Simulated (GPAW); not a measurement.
# How the Hubbard U moves the magnetism of zigzag Eu chain, bond 3.146 A, part 2 of 2

Aim: see how far moments and order energies of zigzag Eu chain, bond 3.146 A move with the Hubbard U, and what each rung costs.

GPAW 26.7.0; PBE with several values of U; plane waves with GPAW's PAW setups, scalar-relativistic.

So far, largest spin moment in the augmentation sphere (μB): step 2 (rung 1 (no U), start ferro ++) 6.86; step 5 (rung 2 (U = 1.5 eV on Eu f), start antiferro +-) 6.76; step 6 (rung 3 (U = 3 eV on Eu f), start ferro ++) 6.95; step 7 (rung 3 (U = 3 eV on Eu f), start antiferro +-) 6.80; step 8 (rung 4 (U = 4.5 eV on Eu f), start ferro ++) 6.98.

## 9. Rung 4 (U = 4.5 eV on Eu f), start antiferro +-

Level of this step: PBE with U = 4.5 eV on Eu f; plane waves with GPAW's PAW setups, scalar-relativistic (GPAW).

Contents of order2.py:

```python
import json
import numpy as np
from ase import Atoms
from ase.parallel import paropen, parprint
from gpaw import GPAW

atoms = Atoms(['Eu', 'Eu'],
    cell=[[12.0, 0.0, 0.0],
         [0.0, 12.0, 0.0],
         [0.0, 0.0, 3.7752]],
    scaled_positions=[[0.39513333, 0.5, 0.0],
         [0.60486667, 0.5, 0.5]],
    pbc=True,
    magmoms=[7.0, -7.0])
atoms.calc = GPAW(mode={'name': 'pw', 'ecut': 700},
    xc='PBE',
    kpts={'size': (1, 1, 8), 'gamma': True},
    occupations={'name': 'fermi-dirac', 'width': 0.1},
    convergence={'density': 1e-05, 'energy': 1e-05},
    maxiter=200,
    setups={'Eu': ':f,4.5'},
    symmetry={'tolerance': 1e-4},
    txt='order2.txt')
e = atoms.get_potential_energy(force_consistent=True)
res = {'free_energy': e, 'energy_sigma0': atoms.get_potential_energy(), 'fermi_energy': atoms.calc.get_fermi_level()}
res['moments'] = atoms.get_magnetic_moments().tolist()
res['total'] = atoms.get_magnetic_moment()
parprint('site moments (muB):', np.round(res['moments'], 3))
parprint(f"total moment: {res['total']:.3f} muB")
parprint(f'free energy: {e:.6f} eV')
atoms.calc.write('order2.gpw')
with paropen('results.json', 'w') as f:
    json.dump(res, f)
```

Run with:

```
> OMP_NUM_THREADS=1 mpirun -n 2 gpaw python order2.py > order2.log
```

What it wrote:

```text
site moments (muB): [ 6.834 -6.834]
total moment: -0.000 muB
free energy: -16.455620 eV

--- order2.txt ---
Input parameters:
  mode=PW(ecut=700),
  convergence={'density': 1e-05, 'energy': 1e-05},
  kpts=MonkhorstPack(size=(1, 1, 8), gamma=True),
  maxiter=200,
  occupations=Occupations(name='fermi-dirac', width=0.1),
  setups={'Eu': ':f,4.5'},
  symmetry=Symmetry(tolerance=0.0001),
  xc=XC(name='PBE')

[...]
|         22 |         0.486 |     0.000 |         0.486 |     0.000 |
|         23 |         0.986 |     0.000 |         0.986 |     0.000 |
|         24 |         1.316 |     0.000 |         1.316 |     0.000 |

Gap: 0.021 eV
Transition (v -> c):
  (s=0, k=2, n=16, [0.00, 0.00, 0.25]) -> (s=1, k=3, n=17, [0.00, 0.00, 0.38])
Direct/indirect transitions are different
Direct gap: 0.060 eV
Transition at: (s=0->1, k=3, n=16, [0.00, 0.00, 0.38])

[key lines of the parts left out:]
Free energy:     -16.455620
Converged in 22 steps
dipole moment: (-0.000001, -0.000001, -20.753569)  # |e|*Ang
Fermi level: -1.039
```

Run time: 1.8 min. Hardware: 2 MPI ranks of Arm Neoverse V1, shared host; peak memory 1.2 GiB; 3.6 min of CPU time.

Read from the output:

* magnetization: 0 μB
* final state: antiferromagnetic
* largest moment: 6.834 μB

This start lies +246.9 meV a seeded atom from the first, a change of -6.2 meV since rung 3; its largest moment is 6.83 μB.

## 10. Rung 5 (U = 6 eV on Eu f), start ferro ++

Contents of order1.py:

```python
import json
import numpy as np
from ase import Atoms
from ase.parallel import paropen, parprint
from gpaw import GPAW

atoms = Atoms(['Eu', 'Eu'],
    cell=[[12.0, 0.0, 0.0],
         [0.0, 12.0, 0.0],
         [0.0, 0.0, 3.7752]],
    scaled_positions=[[0.39513333, 0.5, 0.0],
         [0.60486667, 0.5, 0.5]],
    pbc=True,
    magmoms=[7.0, 7.0])
atoms.calc = GPAW(mode={'name': 'pw', 'ecut': 700},
    xc='PBE',
    kpts={'size': (1, 1, 8), 'gamma': True},
    occupations={'name': 'fermi-dirac', 'width': 0.1},
    convergence={'density': 1e-05, 'energy': 1e-05},
    maxiter=200,
    setups={'Eu': ':f,6.0'},
    symmetry={'tolerance': 1e-4},
    txt='order1.txt')
e = atoms.get_potential_energy(force_consistent=True)
res = {'free_energy': e, 'energy_sigma0': atoms.get_potential_energy(), 'fermi_energy': atoms.calc.get_fermi_level()}
res['moments'] = atoms.get_magnetic_moments().tolist()
res['total'] = atoms.get_magnetic_moment()
parprint('site moments (muB):', np.round(res['moments'], 3))
parprint(f"total moment: {res['total']:.3f} muB")
parprint(f'free energy: {e:.6f} eV')
atoms.calc.write('order1.gpw')
with paropen('results.json', 'w') as f:
    json.dump(res, f)
```

Run with:

```
> OMP_NUM_THREADS=1 mpirun -n 2 gpaw python order1.py > order1.log
```

What it wrote:

```text
site moments (muB): [6.999 6.999]
total moment: 16.220 muB
free energy: -17.014036 eV

--- order1.txt ---
Input parameters:
  mode=PW(ecut=700),
  convergence={'density': 1e-05, 'energy': 1e-05},
  kpts=MonkhorstPack(size=(1, 1, 8), gamma=True),
  maxiter=200,
  occupations=Occupations(name='fermi-dirac', width=0.1),
  setups={'Eu': ':f,6.0'},
  symmetry=Symmetry(tolerance=0.0001),
  xc=XC(name='PBE')

[...]
|         13 |        -3.589 |     1.000 |         0.377 |     0.000 |
[...]
|         22 |        -3.394 |     1.000 |         3.172 |     0.000 |
|         23 |        -2.553 |     1.000 |         3.215 |     0.000 |
|         24 |        -1.367 |     0.884 |         3.503 |     0.000 |
|        ... |               |           |               |           |
|         32 |         1.790 |     0.000 |         5.739 |     0.000 |

No gap
No difference between direct/indirect transitions

[key lines of the parts left out:]
Free energy:     -17.014036
Converged in 17 steps
dipole moment: (0.000004, -0.000001, -20.726720)  # |e|*Ang
Fermi level: -1.163
```

It took 1.9 min on 2 MPI ranks; peak memory 1.2 GiB.

This step gave:

```yaml
magnetization: 16.22 μB
final_state: ferromagnetic
largest_moment: 6.999 μB
```

The largest moment moves by +0.02 μB from rung 4, at 1.0 times its CPU time.

## 11. Rung 5 (U = 6 eV on Eu f), start antiferro +-

order2.py is the script of step 9 with these lines changed:

```diff
@@ -20,3 +20,3 @@
     maxiter=200,
-    setups={'Eu': ':f,4.5'},
+    setups={'Eu': ':f,6.0'},
     symmetry={'tolerance': 1e-4},
```

Run with:

```
> OMP_NUM_THREADS=1 mpirun -n 2 gpaw python order2.py > order2.log
```

What it wrote:

```text
site moments (muB): [ 6.857 -6.857]
total moment: -0.000 muB
free energy: -16.529281 eV

--- order2.txt ---
Input parameters:
  mode=PW(ecut=700),
  convergence={'density': 1e-05, 'energy': 1e-05},
  kpts=MonkhorstPack(size=(1, 1, 8), gamma=True),
  maxiter=200,
  occupations=Occupations(name='fermi-dirac', width=0.1),
  setups={'Eu': ':f,6.0'},
  symmetry=Symmetry(tolerance=0.0001),
  xc=XC(name='PBE')

[...]
|         21 |         0.115 |     0.000 |         0.115 |     0.000 |
|         22 |         0.487 |     0.000 |         0.487 |     0.000 |
|         23 |         1.013 |     0.000 |         1.013 |     0.000 |
|         24 |         1.327 |     0.000 |         1.327 |     0.000 |

Gap: 0.018 eV
Transition (v -> c):
  (s=0, k=4, n=16, [0.00, 0.00, 0.50]) -> (s=1, k=3, n=17, [0.00, 0.00, 0.38])
Direct/indirect transitions are different
Direct gap: 0.066 eV
Transition at: (s=1, k=3, n=16, [0.00, 0.00, 0.38])

[key lines of the parts left out:]
Free energy:     -16.529281
Converged in 25 steps
dipole moment: (-0.000001, -0.000001, -20.721166)  # |e|*Ang
Fermi level: -1.032
```

Run time: 2 min. Hardware: 2 MPI ranks; peak memory 1.2 GiB; 4 min of CPU time.

Numbers from this step:

```
magnetization  : 0 μB
final state    : antiferromagnetic
largest moment : 6.857 μB
```

This start lies +242.4 meV a seeded atom from the first, a change of -4.5 meV since rung 4; its largest moment is 6.86 μB.

## 12. Rung 6 (U = 7.5 eV on Eu f), start ferro ++

order1.py is the script of step 10 with these lines changed:

```diff
@@ -20,3 +20,3 @@
     maxiter=200,
-    setups={'Eu': ':f,6.0'},
+    setups={'Eu': ':f,7.5'},
     symmetry={'tolerance': 1e-4},
```

Run with:

```
> OMP_NUM_THREADS=1 mpirun -n 2 gpaw python order1.py > order1.log
```

What it wrote:

```text
site moments (muB): [7.016 7.016]
total moment: 16.214 muB
free energy: -17.114195 eV

--- order1.txt ---
Input parameters:
  mode=PW(ecut=700),
  convergence={'density': 1e-05, 'energy': 1e-05},
  kpts=MonkhorstPack(size=(1, 1, 8), gamma=True),
  maxiter=200,
  occupations=Occupations(name='fermi-dirac', width=0.1),
  setups={'Eu': ':f,7.5'},
  symmetry=Symmetry(tolerance=0.0001),
  xc=XC(name='PBE')

[...]
|         13 |        -4.182 |     1.000 |         0.374 |     0.000 |
[...]
|         22 |        -3.839 |     1.000 |         3.180 |     0.000 |
|         23 |        -2.569 |     1.000 |         3.237 |     0.000 |
|         24 |        -1.366 |     0.888 |         3.529 |     0.000 |
|        ... |               |           |               |           |
|         32 |         1.819 |     0.000 |         8.216 |     0.000 |

No gap
No difference between direct/indirect transitions

[key lines of the parts left out:]
Free energy:     -17.114195
Converged in 16 steps
dipole moment: (-0.000003, -0.000001, -20.697820)  # |e|*Ang
Fermi level: -1.159
```

The job ended after 1.9 min (2 MPI ranks; peak memory 1.3 GiB; 3.7 min of CPU time).

Read from the output:

- magnetization: 16.21 μB
- final state: ferromagnetic
- largest moment: 7.016 μB

The largest moment moves by +0.02 μB from rung 5, at 0.97 times its CPU time.

## 13. Rung 6 (U = 7.5 eV on Eu f), start antiferro +-

order2.py is the script of step 11 with these lines changed:

```diff
@@ -20,3 +20,3 @@
     maxiter=200,
-    setups={'Eu': ':f,6.0'},
+    setups={'Eu': ':f,7.5'},
     symmetry={'tolerance': 1e-4},
```

Run with:

```
> OMP_NUM_THREADS=1 mpirun -n 2 gpaw python order2.py > order2.log
```

What it wrote:

```text
site moments (muB): [ 6.876 -6.876]
total moment: -0.000 muB
free energy: -16.636432 eV

--- order2.txt ---
Input parameters:
  mode=PW(ecut=700),
  convergence={'density': 1e-05, 'energy': 1e-05},
  kpts=MonkhorstPack(size=(1, 1, 8), gamma=True),
  maxiter=200,
  occupations=Occupations(name='fermi-dirac', width=0.1),
  setups={'Eu': ':f,7.5'},
  symmetry=Symmetry(tolerance=0.0001),
  xc=XC(name='PBE')

[...]
|         11 |        -4.275 |     1.000 |        -4.275 |     1.000 |
|         12 |        -4.263 |     1.000 |        -4.263 |     1.000 |
[...]
|         21 |         0.112 |     0.000 |         0.112 |     0.000 |
|         22 |         0.486 |     0.000 |         0.486 |     0.000 |
|         23 |         1.034 |     0.000 |         1.034 |     0.000 |
|         24 |         1.335 |     0.000 |         1.335 |     0.000 |

No gap
No difference between direct/indirect transitions

[key lines of the parts left out:]
Free energy:     -16.636432
Converged in 17 steps
dipole moment: (-0.000002, -0.000001, -20.693958)  # |e|*Ang
Fermi level: -1.027
```

It took 91 s on 2 MPI ranks; peak memory 1.2 GiB.

Read from the output:

```
magnetization  : 0 μB
final state    : antiferromagnetic
largest moment : 6.876 μB
```

This start lies +238.9 meV a seeded atom from the first, a change of -3.5 meV since rung 5; its largest moment is 6.88 μB.

## 14. Side by side

Ladder, by row:

| rung | U | state from the first start | state from the second start | second less first (meV a seeded atom) | moment, first (μB) | moment, second (μB) | CPU time (s) |
| --- | --- | --- | --- | --- | --- | --- | --- |
| 1 | none | ferromagnetic | antiferromagnetic | 273.7 | 6.864 | 6.705 | 529.1 |
| 2 | Eu: f, 1.5 | ferromagnetic | antiferromagnetic | 261.9 | 6.913 | 6.763 | 479.1 |
| 3 | Eu: f, 3.0 | ferromagnetic | antiferromagnetic | 253.1 | 6.95 | 6.804 | 443.2 |
| 4 | Eu: f, 4.5 | ferromagnetic | antiferromagnetic | 246.9 | 6.978 | 6.834 | 447.8 |
| 5 | Eu: f, 6.0 | ferromagnetic | antiferromagnetic | 242.4 | 6.999 | 6.857 | 475 |
| 6 | Eu: f, 7.5 | ferromagnetic | antiferromagnetic | 238.9 | 7.016 | 6.876 | 406.7 |

## 15. Results

| Property | Result |
| --- | --- |
| range of the moment in the table, first start | 6.86 to 7.02 μB |
| range of CPU time | 6.8 min to 8.8 min |
| range of the energy difference | 239 to 274 meV a seeded atom |

What this shows: From the smallest U to the largest the moment goes from 6.86 to 7.02 μB and the energy difference from 274 to 239 meV a seeded atom. The energy difference shrinks steadily as U grows. The first start ends lower on every rung of the table. The other start's moment moves more, from 6.7 to 6.88 μB. The f shell is half filled, so the spin-only picture is fair.

[Logs and program files are shortened in this print: banners, set-up blocks, solver, clock and traceback lines can be left out without a mark of their own.]

[Logs are printed without paths, hosts, clocks, repeated set-up lines and the standing remarks that a program may print on its own settings, such as how far it seeks lower states.]

[Hosts, paths, dates, database ids (printed as entryN), source tags and the programs' standing remarks are cut or masked in the printed files.]

[Where a cell is said to come from a database of computed structures, the database is the Materials Project.]
